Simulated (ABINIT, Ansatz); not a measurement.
## LuAs (Fm-3m): from the cell to the phonon bands

Aim: the phonon dispersion of LuAs (Fm-3m), checked by a second program.

Method: DFT PBEsol, scalar-relativistic, plane waves, PseudoDojo norm-conserving pseudopotentials, in ABINIT 10.8.3.

Report form: the programs' logs are mostly left out.

## 1. The starting structure

The structure is cubic, space group Fm-3m (No. 225). The conventional cell has a = 5.676 Å, b = 5.676 Å, c = 5.676 Å, α = 90.00°, β = 90.00°, γ = 90.00°. Nearest to Lu lie 6 As at 2.84 Å. Nearest to As lie 6 Lu at 2.84 Å. Farther neighbours are not listed.

## 2. A first look

A first run with smearing and empty bands tells whether the crystal has a gap, which decides between fixed occupations and smearing later on.

Contents of probe.abi:

```
# ground state
tolvrs 1.0d-08
prtden 1
prtwf 1

# basis, mesh and filling
ecut 46.0
ngkpt 6 6 6
nshiftk 1
shiftk 0.0 0.0 0.0
istwfk *1
occopt 7
tsmear 0.005
nband 29
nstep 100
diemac 9.0
prtebands 0
prtgsr 0

# cell and atoms
acell 3*1.0 Angstrom
rprim 
    0.0 2.838190747 2.838190747
    2.838190747 0.0 2.838190747
    2.838190747 2.838190747 0.0
ntypat 2
znucl 71 33
natom 2
typat 1 2
xred 
    0.5 0.5 0.5
    0.0 0.0 0.0
pp_dirpath "./pseudo"
pseudos "Lu.upf, As.upf"
```

The run is started by

```console
$ OMP_NUM_THREADS=1 mpirun -n 16 abinit probe.abi > probe.log
```

The job ended after 10 s (16 MPI ranks of Arm Neoverse V2, shared host; 2.7 min of CPU time).

Numbers from this step:

```yaml
volume_per_atom: 22.86 Å³
pressure: -3.303 GPa
gap_on_the_k_mesh: 0 eV
```

No gap opens on this mesh, so smearing is kept; the printed pressure holds the stress of the finite basis too.

## 3. Relaxing the cell and atoms

The harmonic expansion needs vanishing forces, and a free crystal bears no stress, so cell and atoms are brought to rest. Stress is more sensitive to the basis than forces are: the last 3 Ha under the cutoff are smoothed with ecutsm, and the cutoff is raised above that of the later runs.

Contents of relax.abi:

```
# relaxation
ionmov 2
optcell 2
dilatmx 1.08
ntime 40
tolmxf 1.0d-05
tolvrs 1.0d-14
prtwf 0
prtden 0
chksymtnons 0

# basis, mesh and filling
ecut 56.0
ecutsm 3.0
ngkpt 8 8 8
nshiftk 1
shiftk 0.0 0.0 0.0
istwfk *1
occopt 7
tsmear 0.01
nband 29
nstep 100
diemac 1000000.0
prtebands 0
prtgsr 0

# cell and atoms
acell 3*1.0 Angstrom
rprim 
    0.0 2.838190747 2.838190747
    2.838190747 0.0 2.838190747
    2.838190747 2.838190747 0.0
ntypat 2
znucl 71 33
natom 2
typat 1 2
xred 
    0.5 0.5 0.5
    0.0 0.0 0.0
pp_dirpath "./pseudo"
pseudos "Lu.upf, As.upf"
```

The run is started by

```console
$ OMP_NUM_THREADS=1 mpirun -n 16 abinit relax.abi > relax.log
```

Wall time 2 min (16 MPI ranks); 33 min of CPU time.

The steps of the relaxation:

```csv
step,energy less that of the first step (eV),largest force (eV/Å),volume (Å³)
1,0.0000,0.0000,45.73
2,-0.0066,0.0000,45.32
3,-0.0154,0.0000,44.03
4,-0.0154,0.0000,44.08
5,-0.0154,0.0000,44.08
```

```csv
"conventional cell, symmetrised",before,after,change
a (Å),5.676,5.608,-1.2 %
b (Å),5.676,5.608,-1.2 %
c (Å),5.676,5.608,-1.2 %
volume (Å³/atom),22.86,22.04,-3.6 %
```

The relaxed structure:

```xyz
2
Lattice="0.0000 2.8038 2.8038 2.8038 0.0000 2.8038 2.8038 2.8038 0.0000" Properties=species:S:1:pos:R:3 pbc="T T T"
Lu    2.8038    2.8038    2.8038
As    0.0000    0.0000    0.0000
```

This step gave:

| Property | Result |
| --- | --- |
| volume per atom | 22.04 Å³ |
| pressure | -5.21e-6 GPa |

The volume changes by -3.6 % in this run and stands -3.6 % from the first cell.

## 4. Self-consistent run for the response

First-order wavefunctions inherit every error of the ground state, hence the very tight tolvrs. Smearing stays on, as the first look found no gap above 0.3 eV.

Contents of gs.abi:

```
# ground state
tolvrs 1.0d-16
prtden 1
prtwf 1

# basis, mesh and filling
ecut 46.0
ngkpt 8 8 8
nshiftk 1
shiftk 0.0 0.0 0.0
istwfk *1
occopt 7
tsmear 0.01
nband 29
nstep 100
diemac 1000000.0
prtebands 0
prtgsr 0

# cell and atoms
acell 3*1.0 Angstrom
rprim 
    0.0 2.8038044 2.8038044
    2.8038044 0.0 2.8038044
    2.8038044 2.8038044 0.0
ntypat 2
znucl 71 33
natom 2
typat 1 2
xred 
    0.5 0.5 0.5
    0.0 0.0 0.0
pp_dirpath "./pseudo"
pseudos "Lu.upf, As.upf"
```

The run is started by

```console
$ OMP_NUM_THREADS=1 mpirun -n 16 abinit gs.abi > gs.log
```

The job ended after 22 s (16 MPI ranks).

Read from the output:

- pressure: -0.5068 GPa

The cell stands at -0.51 GPa: the relaxation ran with a smoothed and higher cutoff, and the difference is a stress of the finite basis.

## 5. Linear response at Γ

At q = 0 one unit cell holds all displacements. The response is solved for single atoms along the cell's directions, and symmetry skips those that follow from others. The crystal is treated as a metal, which screens a static field, so no field response is asked.

Contents of dfpt_gamma.abi:

```

# common to the responses
getwfk_filepath "gso_WFK"
kptopt 2
nqpt 1
qpt 0.0 0.0 0.0
asr 0
chneut 0

# displacements
rfphon 1
rfatpol 1 2
rfdir 1 1 1
tolvrs 1.0d-10
prtwf 0
prtpot 1

# basis, mesh and filling
ecut 46.0
ngkpt 8 8 8
nshiftk 1
shiftk 0.0 0.0 0.0
istwfk *1
occopt 7
tsmear 0.01
nband 29
nstep 100
diemac 1000000.0
prtebands 0
prtgsr 0

# cell and atoms
acell 3*1.0 Angstrom
rprim 
    0.0 2.8038044 2.8038044
    2.8038044 0.0 2.8038044
    2.8038044 2.8038044 0.0
ntypat 2
znucl 71 33
natom 2
typat 1 2
xred 
    0.5 0.5 0.5
    0.0 0.0 0.0
pp_dirpath "./pseudo"
pseudos "Lu.upf, As.upf"
```

The run is started by

```console
$ OMP_NUM_THREADS=1 mpirun -n 16 abinit dfpt_gamma.abi > dfpt_gamma.log
```

Wall time 71 s (16 MPI ranks); 19 min of CPU time.

Read from the output:

```
largest acoustic frequency at the zone centre before the sum rule : 1.65 cm⁻¹
highest optical zone-centre mode (no LO-TO term)                  : 177.4 cm⁻¹
lowest optical zone-centre mode                                   : 177.4 cm⁻¹
```

The acoustic modes at Γ come out as far as 1.6 cm⁻¹ from zero, where they should vanish, a small numerical error.

## 6. Linear response on the mesh

Linear response treats each wavevector of the 2×2×2 mesh in the unit cell; the first-order potentials are kept for the electron-phonon matrix elements.

Contents of dfpt_q.abi:

```
ndtset 2

# wavevectors
qpt1 0.5 0.0 0.0
qpt2 0.5 0.5 0.0

# displacements
getwfk_filepath "gso_WFK"
getwfq_filepath "gso_WFK"
kptopt 3
nqpt 1
rfphon 1
rfatpol 1 2
rfdir 1 1 1
tolvrs 1.0d-10
prtwf 0
prtpot 1

# basis, mesh and filling
ecut 46.0
ngkpt 8 8 8
nshiftk 1
shiftk 0.0 0.0 0.0
istwfk *1
occopt 7
tsmear 0.01
nband 29
nstep 100
diemac 1000000.0
prtebands 0
prtgsr 0

# cell and atoms
acell 3*1.0 Angstrom
rprim 
    0.0 2.8038044 2.8038044
    2.8038044 0.0 2.8038044
    2.8038044 2.8038044 0.0
ntypat 2
znucl 71 33
natom 2
typat 1 2
xred 
    0.5 0.5 0.5
    0.0 0.0 0.0
pp_dirpath "./pseudo"
pseudos "Lu.upf, As.upf"
```

The run is started by

```console
$ OMP_NUM_THREADS=1 mpirun -n 16 abinit dfpt_q.abi > dfpt_q.log
```

Wall time 15 min (16 MPI ranks).

Numbers from this step:

```
lowest mode on the q mesh (acoustic ones at the zone centre apart) : 72.86 cm⁻¹
```

Frequencies (cm⁻¹) before the sum rule at the irreducible wavevectors but Γ, which is solved apart; negative means imaginary. Frequencies by wavevector:

```csv
q (fractions),star,mode 1,mode 2,mode 3,mode 4,mode 5,mode 6
0.5 0 0,4,97.24,97.24,148.9,169.3,169.3,199.9
0.5 0.5 0,3,72.86,72.86,88.26,177.3,177.3,198
```

## 7. Dispersion

anaddb transforms the dynamical matrices to force constants and back along the path; points of the mesh come back as solved, but for the sum rule and, in polar crystals, the LO-TO term at Γ; the rest is interpolation.

Contents of anaddb.abi:

```
ddb_filepath "all_DDB"
output_file "anaddb.abo"
outdata_prefix "anaddb"
ifcflag 1
ngqpt 2 2 2
nqshft 1
q1shft 0.0 0.0 0.0
asr 1
chneut 0
dipdip 0
dipquad 0
quadquad 0
enunit 0
eivec 0
nph1l 62
qph1l 
    0.0 0.0 0.0 1.0
    0.05 0.0 0.05 1.0
    0.1 0.0 0.1 1.0
    0.15 0.0 0.15 1.0
    0.2 0.0 0.2 1.0
    0.25 0.0 0.25 1.0
    0.3 0.0 0.3 1.0
    0.35 0.0 0.35 1.0
    0.4 0.0 0.4 1.0
    0.45 0.0 0.45 1.0
    0.5 0.0 0.5 1.0
    0.5125 0.025 0.5125 1.0
    0.525 0.05 0.525 1.0
    0.5375 0.075 0.5375 1.0
    0.55 0.1 0.55 1.0
    0.5625 0.125 0.5625 1.0
    0.575 0.15 0.575 1.0
    0.5875 0.175 0.5875 1.0
    0.6 0.2 0.6 1.0
    0.6125 0.225 0.6125 1.0
    0.625 0.25 0.625 1.0
    0.375 0.375 0.75 1.0
    0.3375 0.3375 0.675 1.0
    0.3 0.3 0.6 1.0
    0.2625 0.2625 0.525 1.0
    0.225 0.225 0.45 1.0
    0.1875 0.1875 0.375 1.0
    0.15 0.15 0.3 1.0
    0.1125 0.1125 0.225 1.0
    0.075 0.075 0.15 1.0
    0.0375 0.0375 0.075 1.0
    0.0 0.0 0.0 1.0
    0.05 0.05 0.05 1.0
    0.1 0.1 0.1 1.0
    0.15 0.15 0.15 1.0
    0.2 0.2 0.2 1.0
    0.25 0.25 0.25 1.0
    0.3 0.3 0.3 1.0
    0.35 0.35 0.35 1.0
    0.4 0.4 0.4 1.0
    0.45 0.45 0.45 1.0
    0.5 0.5 0.5 1.0
    0.5 0.475 0.525 1.0
    0.5 0.45 0.55 1.0
    0.5 0.425 0.575 1.0
    0.5 0.4 0.6 1.0
    0.5 0.375 0.625 1.0
    0.5 0.35 0.65 1.0
    0.5 0.325 0.675 1.0
    0.5 0.3 0.7 1.0
    0.5 0.275 0.725 1.0
    0.5 0.25 0.75 1.0
    0.5 0.225 0.725 1.0
    0.5 0.2 0.7 1.0
    0.5 0.175 0.675 1.0
    0.5 0.15 0.65 1.0
    0.5 0.125 0.625 1.0
    0.5 0.1 0.6 1.0
    0.5 0.075 0.575 1.0
    0.5 0.05 0.55 1.0
    0.5 0.025 0.525 1.0
    0.5 0.0 0.5 1.0
```

Contents of mrgddb.in:

```
all_DDB
merged
3
dfpt_gammao_DDB
dfpt_qo_DS1_DDB
dfpt_qo_DS2_DDB
```

The run is started by

```console
$ mrgddb < mrgddb.in > mrgddb.log
$ OMP_NUM_THREADS=1 anaddb anaddb.abi > anaddb.log
```

Run time: 0.54 s. Hardware: 1 thread.

This step gave:

* lowest frequency on the path: 0 cm⁻¹

Anaddb. Phonon branches along the path, in cm⁻¹:

```csv
point,branch 1,branch 2,branch 3,branch 4,branch 5,branch 6
Γ,0,0,0,177,177,177
halfway,62,62,110,173,182,182
X,73,73,88,177,177,198
halfway,76,84,89,176,179,198
U,83,90,105,172,183,197
jump to K,83,90,105,172,183,197
halfway,71,83,118,165,184,186
Γ,0,0,0,177,177,177
halfway,69,69,105,173,173,189
L,97,97,149,169,169,200
halfway,91,93,127,169,184,195
W,87,87,108,167,192,192
halfway,79,89,90,173,183,197
X,73,73,88,177,177,198
```

All branches are real along the path.

## 8. Sums over the zone

Sums over the zone need many more wavevectors than were solved, so the interpolation is sampled on a dense mesh.

Contents of anaddb.abi:

```
ddb_filepath "all_DDB"
output_file "anaddb.abo"
outdata_prefix "anaddb"
ifcflag 1
ngqpt 2 2 2
nqshft 1
q1shft 0.0 0.0 0.0
asr 1
chneut 0
dipdip 0
dipquad 0
quadquad 0
prtdos 2
ng2qpt 14 14 14
dosdeltae 4.5563e-06
ntemper 11
temperinc 100.0
tempermin 0.0
```

The run is started by

```console
$ OMP_NUM_THREADS=1 anaddb anaddb.abi > anaddb.log
```

Elapsed: 0.64 s, on 1 thread.

Read from the output:

```
share of modes beyond 3i cm⁻¹ on the dense interpolated mesh : 0
zero-point energy per atom                                   : 25.44 meV
heat capacity at 300 K                                       : 23.98 J/(mol atoms K)
vibrational entropy at 300 K                                 : 37.68 J/(mol atoms K)
```

The phonon density of states has structure finer than the step of the table below, so its rows give means over 10 cm⁻¹, whole bins alone (the curve runs from -30 to 230 cm⁻¹). Peaks (cm⁻¹: height): 90.0: 0.200, 169.0: 0.173, 181.0: 0.131, 195.0: 0.138.

Tetrahedra. Table of phonon density of states by wavenumber; means over each step:

```csv
wavenumber (cm⁻¹),phonon density of states (1/cm⁻¹/cell)
0,1.5e-6
10,6.0e-5
20,4.6e-4
30,0.00125
40,0.00280
50,0.00512
60,0.00961
70,0.0234
80,0.0567
90,0.108
100,0.0175
110,0.0254
120,0.0269
130,0.0194
140,0.00612
150,1.9e-4
160,5.1e-4
170,0.0924
180,0.0965
190,0.0851
200,0.0242
210,0
```

Harmonic thermodynamic functions per atom, summed over the density of states scaled to three modes an atom; melting is ignored. Thermodynamic functions:

```csv
T (K),F_vib (meV/atom),S (J/mol-atom/K),C_V (J/mol-atom/K)
0,25.44,0,0
50,24.83,4.214,9.069
100,20.17,13.72,18.03
200,-2.12,28.16,22.85
300,-36.53,37.68,23.98
400,-79.36,44.65,24.39
500,-128.6,50.11,24.59
600,-182.9,54.6,24.7
700,-241.5,58.42,24.76
800,-303.8,61.73,24.8
900,-369.3,64.65,24.83
1000,-437.7,67.27,24.85
```

At 300 K the heat capacity has reached 96 % of the Dulong-Petit value.

## 9. The same in Ansatz

A second program on the same cell, potentials, cutoff and meshes tests the implementation of the phonon response, not its convergence.

This step: DFT PBEsol, scalar-relativistic, plane waves, PseudoDojo norm-conserving pseudopotentials (Ansatz 0.2.0).

Contents of input.yaml:

```yaml
crystal:
  lattice:
    - [0.0, 2.8038043995, 2.8038043995]
    - [2.8038043995, 0.0, 2.8038043995]
    - [2.8038043995, 2.8038043995, 0.0]
  atoms:
    - { symbol: Lu, position: [0.5, 0.5, 0.5] }
    - { symbol: As, position: [0.0, 0.0, 0.0] }
kpoints:
  mp_grid: { grid: [8, 8, 8] }
hamiltonian:
  xc: pbesol
  pseudopotentials: { kind: nc, accuracy: standard }
scf:
  occupations: { method: gaussian, width: 0.27211 }
output:
  eigenvalues: true
basis:
  ecutwfc: 1251.724
phonons:
  method: dfpt
  qmesh: [2, 2, 2]
  temperatures: { t_max: 1000, t_step: 50 }
  qpath:
    path:
      - [[0.0, 0.0, 0.0], [0.5, 0.0, 0.5], [0.625, 0.25, 0.625]]
      - [[0.375, 0.375, 0.75], [0.0, 0.0, 0.0], [0.5, 0.5, 0.5], [0.5, 0.25, 0.75], [0.5, 0.0, 0.5]]
    npoints: 10
  electrical_resistivity: { temperatures: [77, 300], mesh: [16, 16, 16] }
```

The run is started by

```console
$ ansatz run input.yaml --threads 16 --pin off --max-ram 32768MiB --backend cpu --events-out ev --progress --plain --runs-dir out
```

Run time: 64 s. Hardware: 16 threads; peak memory 2.5 GiB; 15 min of CPU time.

Read from the output:

```yaml
sum_rule_residual_before_enforcement: 1.50e-4 eV/Å²
mean_frequency: 137.1 cm⁻¹
debye_temperature_second_moment: 269 K
logarithmic_mean_frequency: 127.9 cm⁻¹
zero_point_energy_per_atom: 25.5 meV
heat_capacity_at_300_k: 23.97 J/(mol atoms K)
vibrational_entropy_at_300_k: 37.64 J/(mol atoms K)
```

## 10. The two compared: ABINIT PseudoDojo and Ansatz, PseudoDojo

Worked out from the results:

```
root-mean-square difference             : 0.02 cm⁻¹
largest difference                      : 0.04 cm⁻¹
root-mean-square difference on the path : 0 cm⁻¹
largest difference on the path          : 0.1 cm⁻¹
```

The interpolated bands of the two lie on top of each other.

At the solved wavevectors the largest difference (acoustic modes at Γ apart) is 0.02 % of the highest mode.

## 11. Results

| Property | Result |
| --- | --- |
| space group after relaxation | Fm-3m |
| volume per atom | 22.0 Å³ |
| highest optical zone-centre mode (no LO-TO term) | 177.4 cm⁻¹ |
| q mesh | 2×2×2 |
| lowest mode on the q mesh (acoustic ones at the zone centre apart) | 72.9 cm⁻¹ |
| zero-point energy per atom | 25.4 meV |
| heat capacity at 300 K | 24.0 J/(mol atoms K) |
| vibrational entropy at 300 K | 37.7 J/(mol atoms K) |
| imaginary modes on the q mesh | none |
| largest difference from Ansatz, PseudoDojo | 0.04 cm⁻¹ |

**Reading.** LuAs (Fm-3m) is dynamically stable on the 2×2×2 mesh; its spectrum reaches 200 cm⁻¹. At the PBEsol level the optical modes of LuAs (Fm-3m) at the zone centre lie at 177 cm⁻¹. The base run prints -0.51 GPa, mostly the error of a finite basis; the relaxation, with a smoothed and higher cutoff, had brought the cell to rest. ABINIT PseudoDojo and Ansatz, PseudoDojo agree to 0.04 cm⁻¹ (0.02 % of the highest mode compared) on all solved modes but the acoustic ones at Γ, without the LO-TO term. These are harmonic frequencies at zero temperature: anharmonic shifts and linewidths and thermal expansion are left out. Spin-orbit coupling is left out, which can matter for the heavy elements here. In a metal the frequencies hang on the k mesh and the smearing, most of all near Kohn anomalies. Ansatz warns that the cutoff lies 8 % under the one recommended for these files; agreement at one cutoff is not convergence. Electron-phonon sums were run after this but are left out, since no second program bore their λ out within 30 %; a λ that a log prints is not taken as a result. The q mesh stands for a supercell only 7.9 Å across, so branches between the solved wavevectors are rough. The structure comes from a database and need not be the phase that is stable at ambient conditions.

[Host names and launcher messages were left out of these logs when they were recorded.]

[Logs are printed without paths, hosts, clocks, repeated set-up lines and the standing remarks that a program may print on its own settings, such as how far it seeks lower states.]

[Hosts, paths, dates, database ids (printed as entryN), source tags and the programs' standing remarks are cut or masked in the printed files.]
